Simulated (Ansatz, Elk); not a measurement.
**LiCu3S3: X-ray structure factors from the self-consistent density**

Structure refinements treat a crystal as free atoms side by side. For a made-up structure of LiCu3S3 (cell and positions from a PBE relaxation) the runs below show what the calculated density changes in F(hkl).

Calculated with Elk 11.2.3 (patched build); DFT, PBE, all-electron APW+lo, Dirac cores, scalar-relativistic bands, static density, no spin.

The structure was built from a prototype and need not be the compound's stable phase.

### Step 1. Starting point

The structure is tetragonal, space group P4mm (No. 99). Conventional cell: a = 3.344 Å, b = 3.344 Å, c = 10.248 Å, α = 90.00°, β = 90.00°, γ = 90.00°. Nearest to Cu lie 5 S at 2.42 to 2.51 Å. Nearest to Cu lie 5 S at 2.42 to 2.44 Å. Nearest to Cu lie 2 S at 2.14 Å. Nearest to S lie 5 Cu at 2.42 to 2.44 Å and 1 Li at 2.54 Å. Nearest to S lie 5 Cu at 2.14 to 2.42 Å. Nearest to S lie 2 Cu at 2.14 to 2.51 Å and 4 Li at 2.41 Å. Farther neighbours and most contacts between anions are not listed.

### Step 2. Ground state and structure factors

An all-electron density is needed, since X-rays see the cores too. Task 0 finds the density and task 195 Fourier-transforms it; tshift is off so that phases refer to the origin typed.

File elk.in:

```
tasks
  0
  195

xctype
  20

spinpol
  .false.

rgkmax
  7.0

gmaxvr
  14.0

lmaxo
  7

lmaxapw
  8

swidth
  0.002

tshift
  .false.

ramdisk
  .false.

hmaxvr
  5.5

maxscl
  120

epspot
  1e-06

sppath
  './'

avec
  6.31847363059 0.00000000000 0.00000000000
  0.00000000000 6.31847363059 0.00000000000
  0.00000000000 0.00000000000 19.36669356267

atoms
  3
  'Cu.in'
  3
  0.0000000000 0.0000000000 0.5412777093   0.000000 0.000000 0.000000
  0.5000000000 0.5000000000 0.2547702036   0.000000 0.000000 0.000000
  -0.0000000000 0.0000000000 0.9943838571   0.000000 0.000000 0.000000
  'S.in'
  3
  0.5000000000 0.5000000000 0.4925526637   0.000000 0.000000 0.000000
  -0.0000000000 0.0000000000 0.2033154206   0.000000 0.000000 0.000000
  0.0000000000 0.0000000000 0.7860240353   0.000000 0.000000 0.000000
  'Li.in'
  1
  0.5000000000 0.5000000000 0.7405761105   0.000000 0.000000 0.000000

ngridk
  7 7 3
```

Command:

```bash
> OMP_NUM_THREADS=4 elk
```

Numbers of over 12 decimals in the logs are rounded to 6 here.

What it wrote:

```text
┌─────────────────────────┐
│ Elk code version 11.2.3 │
└─────────────────────────┘

All units are atomic (Hartree, Bohr, etc.)

┌─────────────────────────────────────────────────┐
│ Ground-state run starting from atomic densities │
└─────────────────────────────────────────────────┘

Lattice vectors :
   6.318473631       0.000000000       0.000000000
   0.000000000       6.318473631       0.000000000
   0.000000000       0.000000000       19.36669356

Reciprocal lattice vectors :
  0.9944150557       0.000000000       0.000000000
   0.000000000      0.9944150557       0.000000000
   0.000000000       0.000000000      0.3244325257

Unit cell volume      :    773.1786185
Brillouin zone volume :   0.3208187701

Muffin-tin inner radius fraction :   0.1000000000E-01

Nuclei treated as point charges

Species : 1 (Cu)
 parameters loaded from : Cu.in
 name : copper
 nuclear charge    :   -29.00000000
 electronic charge :    29.00000000
 atomic mass :    115837.2717
 muffin-tin radius :    2.079256080
 number of radial points in muffin-tin :    993
 inner part over the whole radius :   0.9846083390E-02
 number on inner part of muffin-tin    :    698
 approximate nuclear radius :   0.7406004541E-04
 number of mesh points to nuclear radius :    339
 atomic positions (lattice), magnetic fields (Cartesian) :
  1 :   0.00000000  0.00000000  0.54127771    0.00000000  0.00000000  0.00000000
  2 :   0.50000000  0.50000000  0.25477020    0.00000000  0.00000000  0.00000000
  3 :   0.00000000  0.00000000  0.99438386    0.00000000  0.00000000  0.00000000

Species : 2 (S)
 parameters loaded from : S.in
 name : sulphur
 nuclear charge    :   -16.00000000
 electronic charge :    16.00000000
 atomic mass :    58450.91931
 muffin-tin radius :    1.905984740
 number of radial points in muffin-tin :    793
 inner part over the whole radius :   0.9940374955E-02
 number on inner part of muffin-tin    :    552
 approximate nuclear radius :   0.6195814986E-04
 number of mesh points to nuclear radius :    253
 atomic positions (lattice), magnetic fields (Cartesian) :
  1 :   0.50000000  0.50000000  0.49255266    0.00000000  0.00000000  0.00000000
  2 :   0.00000000  0.00000000  0.20331542    0.00000000  0.00000000  0.00000000
  3 :   0.00000000  0.00000000  0.78602404    0.00000000  0.00000000  0.00000000

Species : 3 (Li)
 parameters loaded from : Li.in
 name : lithium
 nuclear charge    :   -3.000000000
 electronic charge :    3.000000000
 atomic mass :    12652.66898
 muffin-tin radius :    1.800000000
 number of radial points in muffin-tin :    593
 inner part over the whole radius :   0.9806707936E-02
 number on inner part of muffin-tin    :    401
 approximate nuclear radius :   0.4000070961E-04
 number of mesh points to nuclear radius :    148
 atomic positions (lattice), magnetic fields (Cartesian) :
  1 :   0.50000000  0.50000000  0.74057611    0.00000000  0.00000000  0.00000000

Total number of atoms per unit cell :    7
Total muffin-tin volume :    224.4011869
 ratio of muffin-tin to unit cell volume :   0.2902320131

Spin treatment :
 spin-unpolarised

Number of Bravais lattice symmetries :   16
Number of crystal symmetries         :    8
Crystal has no inversion symmetry
Complex Hermitian eigensolver will be used

k-point grid :      7     7     3
k-point offset :    0.000000000       0.000000000       0.000000000
k-point set is reduced with full crystal symmetry group
Total number of k-points :       30

Muffin-tin radius times maximum |G+k| :    7.000000000
 using average radius
Maximum |G+k| for APW functions       :    3.562153871
Maximum (1/2)|G+k|²                   :    6.344470099
Maximum |G| for potential and density :    14.00000000
Constant for pseudocharge density :    7
 order of it for each species :   14  14  14
 order of it for pair densities of each species (exact exchange by exxq0 0: 15) :   11   9   7
Radial integration step length :    1

G-vector grid sizes :     30    30    90
Number of G-vectors :    35795

[...]
Density of states at Fermi energy :    152.4826499
 (states/Hartree/unit cell)

Estimated indirect band gap :   0.3358392893E-02
 from k-point 20 to k-point 23
Estimated direct band gap   :   0.5741642543E-02
 at k-point 9

Charges :
 core                        :    66.00000000
 valence                     :    72.00000000
 interstitial                :    13.93244483
 muffin-tins (core leakage)
  species : 1 (Cu)
[...]
species : 2 (S)
[...]
species : 3 (Li)
   atom 1                    :    2.204642678     (   0.000000000    )
 total in muffin-tins        :    124.0675552
 total calculated charge     :    137.9950001
 total charge                :    138.0000000
 error                       :   0.4999899392E-02

RMS change in Kohn-Sham potential (target) :    4.964963300     (  0.1000000000E-05)
Absolute change in total energy (target)   :    1.710690457     (  0.1000000000E-03)

[... loops 3 to 32 left out ...]

┌──────────────────┐
│ Loop number : 33 │
└──────────────────┘

Energies :
 Fermi                       :     0.165996
 sum of occupied eigenvalues :     -3520.3676629903
 electron kinetic            :      6260.3217265048
 core electron kinetic       :      5658.9496465700
 Coulomb                     :     -12148.850442696
 Coulomb potential           :     -9415.1076780361
 nuclear-nuclear             :     -835.24165230608
 electron-nuclear            :     -13231.304249151
 Hartree                     :      1917.6954587603
 Madelung                    :     -7441.2966036783
 xc potential                :     -365.58171145902
 exchange                    :     -275.57734423983
 correlation                 :     -6.152697
 electron entropic           :    -0.94011412377213E-03
 total energy                :     -6170.2596978332

Density of states at Fermi energy :    67.84731221
 (states/Hartree/unit cell)

Estimated indirect band gap :   0.1838746055E-02
 from k-point 23 to k-point 1
Estimated direct band gap   :   0.8789379923E-02
 at k-point 1

Charges :
 core                        :    66.00000000
 valence                     :    72.00000000
 interstitial                :    12.66481384
 muffin-tins (core leakage)
  species : 1 (Cu)
[...]
species : 2 (S)
[...]
species : 3 (Li)
   atom 1                    :    2.177777853     (   0.000000000    )
 total in muffin-tins        :    125.3351862
 total calculated charge     :    137.9952760
 total charge                :    138.0000000
 error                       :   0.4723999198E-02

RMS change in Kohn-Sham potential (target) :   0.7927018772E-06 (  0.1000000000E-05)
Absolute change in total energy (target)   :   0.2167772436E-05 (  0.1000000000E-03)

Convergence targets achieved

┌──────────────────┐
│ Loop number : 34 │
└──────────────────┘

Energies :
 Fermi                       :     0.165996
 sum of occupied eigenvalues :     -3520.3676585016
 electron kinetic            :      6260.3217232784
 core electron kinetic       :      5658.9496523817
 Coulomb                     :     -12148.850428868
 Coulomb potential           :     -9415.1077113603
 nuclear-nuclear             :     -835.24165230608
 electron-nuclear            :     -13231.304188114
 Hartree                     :      1917.6954115523
 Madelung                    :     -7441.2965731878
 xc potential                :     -365.58167041973
 exchange                    :     -275.57734281372
 correlation                 :     -6.152697
 electron entropic           :    -0.94011753564251E-03
 total energy                :     -6170.2596857855

Density of states at Fermi energy :    67.84752980
 (states/Hartree/unit cell)

Estimated indirect band gap :   0.1838736752E-02
 from k-point 23 to k-point 1
Estimated direct band gap   :   0.8789276538E-02
 at k-point 1

Charges :
 core                        :    66.00000000
 valence                     :    72.00000000
 interstitial                :    12.66481446
 muffin-tins (core leakage)
  species : 1 (Cu)
[...]
species : 2 (S)
   atom 1                    :    13.55176438     (  0.4922714410E-03)
   atom 2                    :    13.57014042     (  0.4929833327E-03)
   atom 3                    :    13.60489103     (  0.4972547740E-03)
  species : 3 (Li)
   atom 1                    :    2.177777893     (   0.000000000    )
 total in muffin-tins        :    125.3351855
 total calculated charge     :    137.9952760
 total charge                :    138.0000000
 error                       :   0.4723999316E-02

┌──────────────────────────────┐
│ Self-consistent loop stopped │
└──────────────────────────────┘

Warning : core states of species 1 leak from the muffin-tin :   0.9417787771E-03

Warning : core states of species 2 leak from the muffin-tin :   0.4972547740E-03

Wrote STATE.OUT
```

The job ended after 2.9 min (4 threads of Arm Neoverse V2, shared host; peak memory 0.24 GiB).

SFACRHO.OUT:

```text

h k l indices transformed by vhmat matrix:
   1.000000000       0.000000000       0.000000000    
   0.000000000       1.000000000       0.000000000    
   0.000000000       0.000000000       1.000000000    

      h      k      l  multipl.   |H|            Re(F)            Im(F)           |F|

      0      0      0      1   0.0000000       138.00000     -0.50876743E-17   138.00000    
      0      0      1      1  0.32443253      -7.6221712       17.768430       19.334286    
      0      0     -1      1  0.32443253      -7.6221712      -17.768430       19.334286    
      0      0      2      1  0.64886505       10.476277       10.472941       14.813335    
      0      0     -2      1  0.64886505       10.476277      -10.472941       14.813335    
      0      0      3      1  0.97329758      -20.921903      -39.940437       45.088408    
      0      0     -3      1  0.97329758      -20.921903       39.940437       45.088408    
     -1      0      0      4  0.99441506       35.984694     -0.45937836E-14   35.984694    
     -1      0      1      4   1.0460008       20.650692      -31.030822       37.274160    
      1      0     -1      4   1.0460008       20.650692       31.030822       37.274160    
      0     -1     -2      4   1.1873867       38.533941      -13.920386       40.971231    
     -1      0      2      4   1.1873867       38.533941       13.920386       40.971231    
      0      0      4      1   1.2977301       82.602998       15.747493       84.090658    
      0      0     -4      1   1.2977301       82.602998      -15.747493       84.090658    
      0     -1      3      4   1.3914631     -0.39786528       2.6665095       2.6960285    
      1      0     -3      4   1.3914631     -0.39786528      -2.6665095       2.6960285    
     -1      1      0      4   1.4063153       102.80098      0.48954371E-14   102.80098    
      1      1     -1      4   1.4432529      -5.2355225      -14.665901       15.572391
```

Elk indexes on the primitive cell of elk.in and gives |H| = 4π sin θ/λ in inverse bohr. Below, one row stands for each form hkl of the conventional cell (m members, Friedel mates merged), F is for one primitive cell and the density is static (no thermal factor). Free-atom factors are Waasmaier and Kirfel's, and R is Σm||F|−|F'||/Σm|F|.

```
hkl  m  sin θ/λ (Å⁻¹)  abs F, DFT  neutral atoms   diff.  abs of complex diff.
001  2          0.049      19.334         19.450  -0.115                 0.133
002  2          0.098      14.813         15.114  -0.301                 0.384
003  2          0.146      45.088         45.416  -0.327                 0.708
100  4          0.149      35.985         36.069  -0.085                 0.085
101  8          0.157      37.274         37.369  -0.095                 0.410
102  8          0.179      40.971         41.940  -0.969                 0.993
004  2          0.195      84.091         84.633  -0.543                 0.545
103  8          0.209       2.696          2.705  -0.009                 0.118
110  4          0.211     102.801        103.494  -0.693                 0.693
111  8          0.217      15.572         15.725  -0.153                 0.170
112  8          0.233      13.060         13.287  -0.227                 0.240
005  2          0.244      21.801         21.980  -0.180                 0.185
104  8          0.246      16.825         17.035  -0.210                 0.211
113  8          0.257      37.065         37.502  -0.437                 0.525
105  8          0.286      64.071         64.804  -0.733                 0.743
114  8          0.288      70.998         71.782  -0.784                 0.786
006  2          0.293      12.504         12.668  -0.164                 0.199
200  4          0.299      87.613         88.395  -0.783                 0.783
```

### Step 3. The highest occupied states alone

An energy window below the Fermi level keeps the highest occupied states, to see at which angles they scatter; shallow core shells can lie inside it and anion s states outside. No new self-consistency is needed.

elk.in, as its differences from that of step 2:

```diff
@@ -1,3 +1,2 @@
 tasks
-  0
   195
@@ -40,2 +39,5 @@
 
+wsfac
+  -0.275000 0.466000
+
 sppath
```

Command:

```bash
> OMP_NUM_THREADS=4 elk
```

What it wrote:

```text
┌─────────────────────────────────┐
│ Elk code version 11.2.3 started │
└─────────────────────────────────┘

Info(readinput): the functional depends on the density's gradient
 muffin-tin radial points multiplied by    2.00000
 (not where nrmtscf is given)

┌────────────────────┐
│ Current task : 195 │
└────────────────────┘
Info(checkmt): changed muffin-tin radius of species 1 (Cu) from   2.4000 to   2.0793
Info(checkmt): changed muffin-tin radius of species 2 (S) from   2.2000 to   1.9060

Info(sfacrho): density structure factors written to SFACRHO.OUT

 Energy window :  -0.2750000000      0.4660000000

┌──────────────────┐
│ Elk code stopped │
└──────────────────┘
```

The job ended after 14 s (4 threads; peak memory 0.17 GiB).

States within 12 eV below the Fermi level hold 46.98 electrons; any levels below the window count with the cores. Their amplitudes can exceed the total, where window and core parts have opposite phase:

```
hkl  sin θ/λ (Å⁻¹)  abs F, window  abs F, all
001          0.049          6.155      19.334
002          0.098          5.693      14.813
003          0.146         13.558      45.088
100          0.149         10.456      35.985
101          0.157         11.164      37.274
102          0.179         16.840      40.971
004          0.195         20.551      84.091
103          0.209          1.601       2.696
110          0.211         22.546     102.801
111          0.217          4.360      15.572
```

### Step 4. Another functional

The difference from free atoms is small, so it is set against the change that PBEsol makes.

elk.in, as its differences from that of step 3:

```diff
@@ -1,2 +1,3 @@
 tasks
+  0
   195
@@ -4,3 +5,3 @@
 xctype
-  20
+  22
 
@@ -39,5 +40,2 @@
 
-wsfac
-  -0.275000 0.466000
-
 sppath
```

Command:

```bash
> OMP_NUM_THREADS=4 elk
```

What it wrote:

```text
┌─────────────────────────┐
│ Elk code version 11.2.3 │
└─────────────────────────┘

All units are atomic (Hartree, Bohr, etc.)

┌─────────────────────────────────────────────────┐
│ Ground-state run starting from atomic densities │
└─────────────────────────────────────────────────┘

Lattice vectors :
   6.318473631       0.000000000       0.000000000
   0.000000000       6.318473631       0.000000000
   0.000000000       0.000000000       19.36669356

Reciprocal lattice vectors :
  0.9944150557       0.000000000       0.000000000
[...]
atom 3                    :    13.58619112     (  0.5007359565E-03)
  species : 3 (Li)
   atom 1                    :    2.178885370     (   0.000000000    )
 total in muffin-tins        :    125.2739650
 total calculated charge     :    137.9952135
 total charge                :    138.0000000
 error                       :   0.4786501452E-02

┌──────────────────────────────┐
│ Self-consistent loop stopped │
└──────────────────────────────┘

Warning : core states of species 1 leak from the muffin-tin :   0.9571213714E-03

Warning : core states of species 2 leak from the muffin-tin :   0.5007359565E-03

Wrote STATE.OUT
[key lines of the parts left out:]
total energy                :     -6164.2931527155
```

The job ended after 3 min (4 threads; peak memory 0.25 GiB).

Against the first run R = 0.04 %; the largest change is -0.070 at 110.

### Step 5. A coarser k-mesh

About half the k-points along each axis test the sampling.

elk.in, as its differences from that of step 4:

```diff
@@ -5,3 +5,3 @@
 xctype
-  22
+  20
 
@@ -65,2 +65,2 @@
 ngridk
-  7 7 3
+  4 4 2
```

Command:

```bash
> OMP_NUM_THREADS=4 elk
```

What it wrote:

```text
┌─────────────────────────┐
│ Elk code version 11.2.3 │
└─────────────────────────┘

All units are atomic (Hartree, Bohr, etc.)

┌─────────────────────────────────────────────────┐
│ Ground-state run starting from atomic densities │
└─────────────────────────────────────────────────┘

Lattice vectors :
   6.318473631       0.000000000       0.000000000
   0.000000000       6.318473631       0.000000000
   0.000000000       0.000000000       19.36669356

Reciprocal lattice vectors :
  0.9944150557       0.000000000       0.000000000
[...]
atom 3                    :    13.60092082     (  0.4969179316E-03)
  species : 3 (Li)
   atom 1                    :    2.178232060     (   0.000000000    )
 total in muffin-tins        :    125.3390322
 total calculated charge     :    137.9952728
 total charge                :    138.0000000
 error                       :   0.4727202853E-02

┌──────────────────────────────┐
│ Self-consistent loop stopped │
└──────────────────────────────┘

Warning : core states of species 1 leak from the muffin-tin :   0.9429119842E-03

Warning : core states of species 2 leak from the muffin-tin :   0.4969179316E-03

Wrote STATE.OUT
[key lines of the parts left out:]
total energy                :     -6170.2609612192
```

Run time: 1.9 min. Hardware: 4 threads; peak memory 0.24 GiB; 6.2 min of CPU time.

Against the first run R = 0.01 %; the largest change is +0.016 at 200.

### Step 6. Settings against the effect

```
          run  R against the first run (%)  R against neutral atoms, low angle (%)  wall time
PBE, rgkmax 7                         0.00                                    1.04    2.9 min
       PBEsol                         0.04                                    1.08      3 min
 k-mesh 4×4×2                         0.01                                    1.04    1.9 min
```

### Step 7. Outcome

```yaml
r_against_neutral_atoms_sin_theta_lambda_0p3_a_minus1: 1.04 %
r_against_neutral_atoms_0p3_to_0p72_a_minus1: 0.37 %
```

What this shows: Independent neutral atoms miss the calculated amplitudes by R = 1.04 % below 0.3 Å⁻¹ and 0.37 % from there to 0.72 Å⁻¹; by shells, 0.60 % below 0.15 Å⁻¹ (4 forms), 1.08 % 0.15 to 0.3 (14 forms), 0.53 % 0.3 to 0.45 (28 forms), 0.33 % above 0.45 (103 forms). Bonding, aspherical density and the tables' own atoms all enter these figures, and the runs don't part them. The largest change of an amplitude is -0.97 electrons, at 102. R counts amplitudes alone; phases shift too. The window's part falls from 47.0 electrons at the origin to at most 7.49 between 0.45 and 0.72 Å⁻¹, where compact states inside the window still scatter. Below 0.3 Å⁻¹ the changes that finished (PBEsol and k-mesh 4×4×2) move F by R = 0.05 % at most, against the 1.04 % that separates it from free atoms. The basis has no finished test. These runs have no spin, though d or f shells may be open. Part of the difference isn't bonding: the tables are fits to free atoms and ions calculated by other methods than this functional. Thermal motion, anomalous dispersion and extinction are left out.

[Logs are printed without paths, hosts, clocks, repeated set-up lines and the standing remarks that a program may print on its own settings, such as how far it seeks lower states.]

[Hosts, paths, dates, database ids (printed as entryN), source tags and the programs' standing remarks are cut or masked in the printed files.]
